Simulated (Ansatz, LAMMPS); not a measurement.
# Elastic response of amorphous Ge (61 atoms): runs compared

Aim: relax amorphous Ge (61 atoms), then change its volume to read the bulk modulus from the stress.

Computed with Ansatz 0.2.0: Kohn-Sham DFT, PBE, PAW (set soft_1), plane waves.

## Step 1: The cell as built

The cell holds 61 atoms: 61 Ge. Its edges and angles: a = 11.722 Å, b = 11.722 Å, c = 11.722 Å, α = 90.0°, β = 90.0°, γ = 90.0°. 61 atoms (61 Ge) placed at random at 4.57 g/cm³, melted at 3500 K for 10 ps at fixed volume with the Tersoff potential (Tersoff, Phys. Rev. B 39, 5566 (1989)). Quenched from 3500 K to 100 K at 5 K/ps and fixed volume, held 5 ps, then minimised at fixed cell.

Limits known from the start: The quench rate of 5 K/ps is many orders above laboratory rates, so the cell is likely richer in defects and strain than a real sample. The starting topology of bonds comes from the classical model, and needn't be the one that DFT or experiment would give. The Brillouin zone is sampled at Γ only.

## Step 2: The reference run

The reference is a single point at the end of the relaxation.

Every strained cell starts from the geometry of this run, and its atoms are relaxed with the cell held.

Its input, with most atom lines left out:

```yaml
crystal:
  lattice:
    - [11.63736, 0.01539, -0.09638]
    - [0.01539, 11.72263, 0.2213]
    - [-0.09638, 0.2213, 11.40241]
  atoms:
    - { symbol: Ge, position: [0.73695, 0.85105, 0.53069] }
    - { symbol: Ge, position: [0.68678, 0.70487, 0.9473] }
    - { symbol: Ge, position: [0.47496, 0.1367, 0.70083] }
    - { symbol: Ge, position: [0.80755, 0.2949, 0.14987] }
    - { symbol: Ge, position: [0.62649, 0.38676, 0.07374] }
    - { symbol: Ge, position: [0.27553, 0.03076, 0.31546] }
    - { symbol: Ge, position: [0.43567, 0.31025, 0.1354] }
    [... atom lines 8 to 61 left out ...]
kpoints:
  mp_grid: { grid: [1, 1, 1] }
hamiltonian:
  xc: pbe
  pseudopotentials: { kind: paw, azcp: { folder: soft_1 } }
scf:
  occupations: { method: gaussian, width: 0.05 }
output:
  forces: true
  stress: true
  populations: true
  dos:
    method: { smearing: { sigma: 0.1 } }
    de: 0.1
    projected: { site_lists: { Ge: [Ge] } }
  eigenvalues: true
  write_density: true
  write_potential: true
  volumetric_format: npy
  elf: true
```

| Item | Value |
| --- | --- |
| free energy per atom | -4294.7856 eV/atom |
| r.m.s. force component | 0.00727 eV/Å |
| pressure | -0.004331 GPa |

Filled and empty levels are parted by 0.43 eV (at Γ alone); a semilocal functional tends to put such gaps too low. In a disordered cell it changes from sample to sample, and tail or defect levels can set it.

## Step 3: The runs

Each row is one run, on 4 threads of Intel Xeon Platinum 8488C (Sapphire Rapids), shared host. The free energy is the program's total, comparable only between runs with the same functional, potentials and atoms.

```csv
run,atoms,outcome,"ionic steps, all passes",free energy (eV),time,host memory (GiB)
Single point at the start,61,converged,-,-261980.132,23 s,2.4
Cell and atoms relaxed,61,converged,10,-261981.924,2.3 min,2.5
Single point at the relaxed geometry,61,converged,-,-261981.924,24 s,2.4
Volume -3 %,61,converged,2,-261981.712,32 s,2.4
Volume +3 %,61,converged,2,-261981.730,35 s,2.5
Volume -6 %,61,converged,3,-261981.031,45 s,2.3
Volume +6 %,61,converged,3,-261981.202,56 s,2.5
Volume -10 %,61,converged,4,-261979.257,68 s,2.2
```

In some runs the program notes that the SCF threshold is loose for the stress.

## Step 4: Pressure against volume

Atoms are relaxed at each volume, in the scaled cell.

```csv
volume change (%),volume (Å³/atom),energy change (meV/atom),pressure (GPa),largest move on relaxing (Å),bonds,gap (eV)
-10,22.940,43.73,6.01,0.21,122,0.305
-6,23.960,14.65,3.25,0.09,122,0.395
-3,24.725,3.48,1.49,0.05,122,0.429
+0,25.489,0.00,0.00,-,122,0.43
+3,26.254,3.18,-1.25,0.05,122,0.431
+6,27.019,11.83,-2.35,0.07,122,0.428
```

## Step 5: Findings

The bulk modulus, from the slope of pressure against ln V over the three points nearest the relaxed volume, is 45.8 GPa; a quadratic over all points gives a pressure derivative of about 4.5. The gap goes from 0.305 eV at the smallest volume to 0.428 eV at the largest, not monotonically (lowest 0.305, highest 0.431 eV), on the run's k-points.

Caveats: Strains are finite and relaxations stop at the force tolerance of the input, which can leave moduli too stiff; they are those of a static cell at zero temperature. Volumes are changed with the cell's shape held, so in an anisotropic solid the modulus lies over the one under free hydrostatic load. The program notes that the SCF threshold of the relaxations is loose for the stress.

The DFT runs together took 7 min of wall time.

[Logs are printed without paths, hosts, clocks, repeated set-up lines and the standing remarks that a program may print on its own settings, such as how far it seeks lower states.]

[Hosts, paths, dates, database ids (printed as entryN), source tags and the programs' standing remarks are cut or masked in the printed files.]
